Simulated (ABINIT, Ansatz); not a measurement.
# Hf (Im-3m): from the cell to the phonon bands, part 4 of 4

How does Hf (Im-3m) vibrate, and is this structure a minimum?

ABINIT 10.8.3; DFT LDA, scalar-relativistic, plane waves, PseudoDojo norm-conserving pseudopotentials.

So far, highest frequency (cm⁻¹): step 6 (dispersion) 135. Also lowest frequency on the path (cm⁻¹): step 6 -78.8.

This is not the structure that Hf takes at ambient pressure and room temperature (hexagonal, No. 194); it is a model or a phase of other conditions.

## Step 8: The same in Ansatz

A second program on the same cell, potentials, cutoff and meshes tests the implementation of the phonon response, not its convergence.

This step: DFT LDA, scalar-relativistic, plane waves, PseudoDojo norm-conserving pseudopotentials (Ansatz 0.2.0).

input.yaml

```yaml
crystal:
  lattice:
    - [1.7157620083, 1.7157620083, 1.7157620083]
    - [-1.7157620083, 1.7157620083, 1.7157620083]
    - [-1.7157620083, -1.7157620083, 1.7157620083]
  atoms:
    - { symbol: Hf, position: [0.0, 0.0, 0.0] }
kpoints:
  mp_grid: { grid: [12, 12, 12] }
hamiltonian:
  xc: lda
  pseudopotentials: { kind: nc, accuracy: standard }
scf:
  occupations: { method: gaussian, width: 0.27211 }
output:
  eigenvalues: true
basis:
  ecutwfc: 680.285
phonons:
  method: dfpt
  qmesh: [4, 4, 4]
  temperatures: { t_max: 1000, t_step: 50 }
  qpath:
    path:
      - [[0.0, 0.0, 0.0], [0.5, 0.5, -0.5], [0.5, 0.0, -0.5], [0.0, 0.0, 0.0], [0.75, 0.25, -0.25], [0.5, 0.5, -0.5]]
      - [[0.75, 0.25, -0.25], [0.5, 0.0, -0.5]]
    npoints: 10
```

Started as:

```
$ ansatz run input.yaml --threads 4 --pin off --max-ram 8192MiB --backend cpu --events-out ev --progress --plain --runs-dir out
```

What it wrote:

```text
Warning: basis.ecutwfc = 680.285 eV is below the records' recommended 789.130201 eV, and the density's cutoff is lower with it unless basis.ecutrho_ratio is high enough to keep the records' density cutoff: compare with a run at a higher cutoff
Engine: ansatz 0.2.0, aarch64-unknown-linux-gnu
Pseudopotentials: kind: nc
Pseudopotential: Hf, nc, valence charge 12, recommended cutoff 789.130201 eV (normal), Hf.nc.azcp (PseudoDojo's, or run here from an input of PseudoDojo's; its table is named by hamiltonian.pseudopotentials.accuracy)
Functional definition: SPW92
  exchange = slater_x
  correlation = pw_c
Crystal: 1 atoms, lattice volume = 20.204 Å³
Basis set: ecut = 680.285 eV, 791 PW (Γ), exchange–correlation on 54×54×54 points (8 copies of the dense FFT grid, shifted against one another)
Bands: 10, of which v1, the nominal top of the filled ones, is band 6 counted from 1 (5 counted from 0)
Symmetry: 48 space group operations
k-points: 72 of 1728
Non-local potential: Hf, projectors of the file, l = 0: 2, l = 1: 2, l = 2: 2, l = 3: 2
Initial density: superposition of atomic densities (chi_scale 0.1, normalization cell)
Initial wavefunctions: pseudopotential atomic-orbital guess
Functional: x = slater, c = lda
SCF iter   1: F=—  HF=-1535.946394 eV  |F-HF|=—  |Δ(HF+E_count)|=         —  Δρ=2.39e-2  dr2=1.47e-1  ethr=3.10e-3  ⟨swp⟩=6.1  Hψ=4991  notcnv=0
preconditioner: auto → none  [metal: Δε(μ)=0.052 eV  Ē_g=6.426 eV  σ=0.272 eV  W_gap=0.11  n_scr=0 (ndim 8)  ℏωp=16.5 eV  f_vac=0.000  D(μ)=1.59/eV (n_scr^D=18)]
SCF iter   2: F=—  HF=-1535.887727 eV  |F-HF|=—  |Δ(HF+E_count)|=   5.87e-2  Δρ=7.94e-3  dr2=1.09e-2  ethr=1.22e-3  ⟨swp⟩=2.3  Hψ=1563  notcnv=0
SCF iter   3: F=—  HF=-1535.884959 eV  |F-HF|=—  |Δ(HF+E_count)|=   2.77e-3  Δρ=2.08e-3  dr2=3.50e-4  ethr=9.06e-5  ⟨swp⟩=2.7  Hψ=1106  notcnv=0
SCF iter   4: F=—  HF=-1535.884960 eV  |F-HF|=—  |Δ(HF+E_count)|=   9.68e-7  Δρ=1.05e-4  dr2=6.92e-7  ethr=2.91e-6  ⟨swp⟩=1.9  Hψ=884  notcnv=0
SCF iter   5: F=—  HF=-1535.884961 eV  |F-HF|=—  |Δ(HF+E_count)|=   1.41e-6  Δρ=1.03e-5  dr2=1.63e-8  ethr=5.76e-9  ⟨swp⟩=3.4  Hψ=1533  notcnv=0
SCF iter   6: F=—  HF=-1535.884961 eV  |F-HF|=—  |Δ(HF+E_count)|=   3.67e-9  Δρ=1.11e-6  dr2=1.87e-10  ethr=1.36e-10  ⟨swp⟩=2.4  Hψ=1260  notcnv=0
SCF iter   7: F=-1535.884961 eV  HF=-1535.884961 eV  |F-HF|=1.59e-12  |Δ(HF+E_count)|=  6.84e-11  Δρ=1.04e-7  dr2=1.78e-12  ethr=1.00e-12  ⟨swp⟩=11.7  Hψ=5399  notcnv=0
SCF 1 converged in 7 iterations: F = -1535.884961 eV  dr2 = 1.78e-12
NSCF: frozen V_eff on 72 k-points
NSCF: frozen V_eff on 163 k-points
DFPT response loops at q = (0, 0, 0) (fractional): preconditioner auto → Kerker (q_TF=auto, 2.501 Å⁻¹) (partly filled bands, converged f_vac=0.000); β = 1.00, the filter's whole step (`scf.mixing.beta` (0.50) is not read by the response loops under this deck's `scf.mixing.preconditioner`; to damp them name `kerker` or `kerker_dos`, under which they read `scf.mixing.beta`, and type it under 1.00, their step now; both keys bind the ground state too); Broyden in place of MSR1
NSCF: frozen V_eff on 1872 k-points
DFPT response loops at q = (0, 0, 0.25) (fractional): mixed as the last ones told, above
NSCF: frozen V_eff on 952 k-points
DFPT response loops at q = (0, 0, -0.5) (fractional): mixed as the last ones told, above
NSCF: frozen V_eff on 3456 k-points
DFPT response loops at q = (0, 0.25, -0.5) (fractional): mixed as the last ones told, above
NSCF: frozen V_eff on 1020 k-points
DFPT response loops at q = (0.25, 0.25, 0.25) (fractional): mixed as the last ones told, above
NSCF: frozen V_eff on 1872 k-points
DFPT response loops at q = (0.25, 0.25, -0.5) (fractional): mixed as the last ones told, above
NSCF: frozen V_eff on 524 k-points
DFPT response loops at q = (0.25, -0.25, 0.25) (fractional): mixed as the last ones told, above
NSCF: frozen V_eff on 326 k-points
DFPT response loops at q = (-0.5, -0.5, -0.5) (fractional): mixed as the last ones told, above
SCF converged after 7 iterations
Free energy (F): -1535.884961 eV
Harris-Foulkes:  -1535.884961 eV  (|F-HF|=1.59e-12)
Internal energy: -1535.826074 eV  (E = F + TS)
E sigma→0 (E₀):  -1535.855518 eV
Entropy (-TS):   -0.058887 eV (-58.887 meV/atom)
Fermi energy:    15.629151 eV
--- Per-component energies (eV) ---
  E_band       = -121.433165
  E_kinetic    = 398.031914
  E_local      = -696.961880  (includes V_loc(G=0)·N_el)
  E_nonlocal   = 69.057656
  E_hartree    = 179.340018
  E_xc         = -385.763565
  E_vxc        = -250.240924  (∫ρ·V_xc dr)
  E_ewald      = -1099.530217
  E_smearing   = -0.058887  (= −TS)
  E_closure    = 0.000000  (closes the sum)
  Σ components = -1535.884961   (vs F -1535.884961, Δ=0.00e0)
--- Band table (eV; the first three rows and the last of 72) ---
  k-point 0: bands = ["-45.5887", "-13.7251", "-13.7251", "-13.7251", "8.3266", "17.1810", "17.1810", "17.1810", "20.2852", "20.2852"]
  k-point 1: bands = ["-45.5815", "-13.8101", "-13.7510", "-13.7260", "8.6166", "16.9795", "17.1016", "17.4711", "19.9686", "20.2824"]
  k-point 2: bands = ["-45.5618", "-14.0351", "-13.8204", "-13.7277", "9.4199", "16.4812", "16.7344", "18.3223", "19.6085", "20.3148"]
  k-point 71: bands = ["-45.4008", "-14.5240", "-14.5240", "-14.5240", "12.6229", "12.6229", "23.1790", "23.1790", "23.1790", "23.7802"]
--- Phonons (Γ-DFPT): 1 representative perturbation + reference (Σ response iterations 2) ---
  ASR residual: 2.704e-4 → 0.000e0 eV/Å²; symmetrization residual: 1.201e-19 eV/Å²
  ASR residual per site (eV/Å²): 2.70e-4
  Γ frequencies (cm⁻¹): 0.00 0.00 0.00
--- Phonons (arbitrary-q DFPT): 8 irreducible q on the 4×4×4 mesh ---
  q = [0.0000, 0.0000, 0.0000] (star 1, of the zone-centre solve; hermiticity 3.50e-25, symmetrization 4.44e-16): -0.00 -0.00 0.00
  q = [0.0000, 0.0000, 0.2500] (star 12, 2 solved perturbations in 1446 linear systems a pass and spin channel, the states on 936 of 1728 k-point pairs; hermiticity 8.61e-14, symmetrization 2.30e-13, the responses' own estimated error 3.6e-4 eV/Å²): -45.26 54.58 96.37
  q = [0.0000, 0.0000, -0.5000] (star 6, 2 solved perturbations in 756 linear systems a pass and spin channel, the states on 476 of 1728 k-point pairs; hermiticity 2.24e-14, symmetrization 1.65e-13, the responses' own estimated error 3.7e-4 eV/Å²): -77.46 91.68 91.95
  q = [0.0000, 0.2500, -0.5000] (star 24, 2 solved perturbations in 2664 linear systems a pass and spin channel, the states on 1728 of 1728 k-point pairs; hermiticity 4.52e-6, symmetrization 1.93e-13, the responses' own estimated error 3.4e-4 eV/Å²): -47.86 57.96 109.18
  q = [0.2500, 0.2500, 0.2500] (star 6, 2 solved perturbations in 804 linear systems a pass and spin channel, the states on 510 of 1728 k-point pairs; hermiticity 2.90e-14, symmetrization 1.66e-13, the responses' own estimated error 3.9e-4 eV/Å²): 76.49 90.47 90.47
  q = [0.2500, 0.2500, -0.5000] (star 12, 2 solved perturbations in 1446 linear systems a pass and spin channel, the states on 936 of 1728 k-point pairs; hermiticity 2.11e-14, symmetrization 6.81e-14, the responses' own estimated error 4.0e-4 eV/Å²): 95.49 116.61 117.57
  q = [0.2500, -0.2500, 0.2500] (star 2, 1 solved perturbation on 262 of 1728 k-point pairs; hermiticity 1.69e-12, symmetrization 3.33e-12, the responses' own estimated error 3.6e-4 eV/Å²): -31.28 -31.28 -31.28
  q = [-0.5000, -0.5000, -0.5000] (star 1, 1 solved perturbation on 163 of 1728 k-point pairs; hermiticity 9.45e-13, symmetrization 4.05e-13, the responses' own estimated error 3.3e-4 eV/Å²): 135.37 135.37 135.37
  sum rule: each row above includes the acoustic sum rule's correction from the zone centre's row sums; it moved no ω² by more than (0.64 cm⁻¹)²
  mesh force constants: q→R imaginary residual 0.00e0; ASR residual 2.704e-4 → 0.000e0 eV/Å²; symmetrization residual 2.220e-15 eV/Å²
  interpolated dispersion: 62 rows × 3 modes
  density of states and harmonic sums: on the 28×28×28 q-mesh, interpolated from the force constants of a 4×4×4 supercell (no non-analytic term)
  largest difference from the sums on the solved wave vectors: F 4.81e-2 eV, S 6.04e-5 and C_V 1.26e-5 eV/K
  zero-point energy: 0.012513 eV/cell   skipped modes (ω ≤ 0): 405, of them read as no rigid motion or as one in doubt: 402 (6.534e-1 modes/cell left out, lowest -78.68 cm⁻¹)   left out of the sums: 2.18e-1 of the cell's modes: C_V's classical limit lies that fraction below 3 k_B per atom; for a crystal, a wire or a layer, F and S can be off by more, and a phonons.interpolated_qmesh denser along its periods is the remedy for the sampling
```

It took 42 s on 4 threads of Arm Neoverse V1, shared host; peak memory 1.7 GiB; 2.7 min of CPU time.

This step gave:

```
sum-rule residual before enforcement                               : 2.70e-4 eV/Å²
lowest frequency on the path                                       : -78.80 cm⁻¹
share of modes beyond 3i cm⁻¹ on the dense interpolated mesh       : 0.2142
lowest mode on the q mesh (acoustic ones at the zone centre apart) : -77.46 cm⁻¹
```

## Step 9: Side by side: ABINIT PseudoDojo and Ansatz, PseudoDojo

Numbers from this step:

```yaml
root_mean_square_difference: 0.04 cm⁻¹
largest_difference: 0.09 cm⁻¹
root_mean_square_difference_on_the_path: 0 cm⁻¹
largest_difference_on_the_path: 0.2 cm⁻¹
```

The interpolated bands of the two lie on top of each other.

At the solved wavevectors the largest difference (acoustic modes at Γ apart) is 0.07 % of the highest mode.

## Step 10: What came out

| Property | Result |
| --- | --- |
| space group after relaxation | Im-3m |
| volume per atom | 20.2 Å³ |
| q mesh | 4×4×4 |
| lowest mode on the q mesh (acoustic ones at the zone centre apart) | -77.4 cm⁻¹ |
| imaginary modes on the q mesh | yes |
| largest difference from Ansatz, PseudoDojo | 0.09 cm⁻¹ |

Hf (Im-3m) is unstable: a mode solved on the 4×4×4 mesh is imaginary, 77i cm⁻¹; its spectrum reaches 135 cm⁻¹. The base run prints -0.56 GPa, mostly the error of a finite basis; the relaxation, with a smoothed and higher cutoff, had brought the cell to rest. The most unstable solved mode lies at q = (0.5, 0, 0), on the zone boundary, so the distortion that it points to doubles the cell. ABINIT PseudoDojo and Ansatz, PseudoDojo agree to 0.09 cm⁻¹ (0.07 % of the highest mode compared) on all solved modes but the acoustic ones at Γ. These are harmonic frequencies at zero temperature: anharmonic shifts and linewidths and thermal expansion are left out. Spin-orbit coupling is left out, which can matter for the heavy elements here. In a metal the frequencies hang on the k mesh and the smearing, most of all near Kohn anomalies. Ansatz warns that the cutoff lies 14 % under the one recommended for these files; agreement at one cutoff is not convergence.

[Host names and launcher messages were left out of these logs when they were recorded.]

[Logs are printed without paths, hosts, clocks, repeated set-up lines and the standing remarks that a program may print on its own settings, such as how far it seeks lower states.]

[Hosts, paths, dates, database ids (printed as entryN), source tags and the programs' standing remarks are cut or masked in the printed files.]
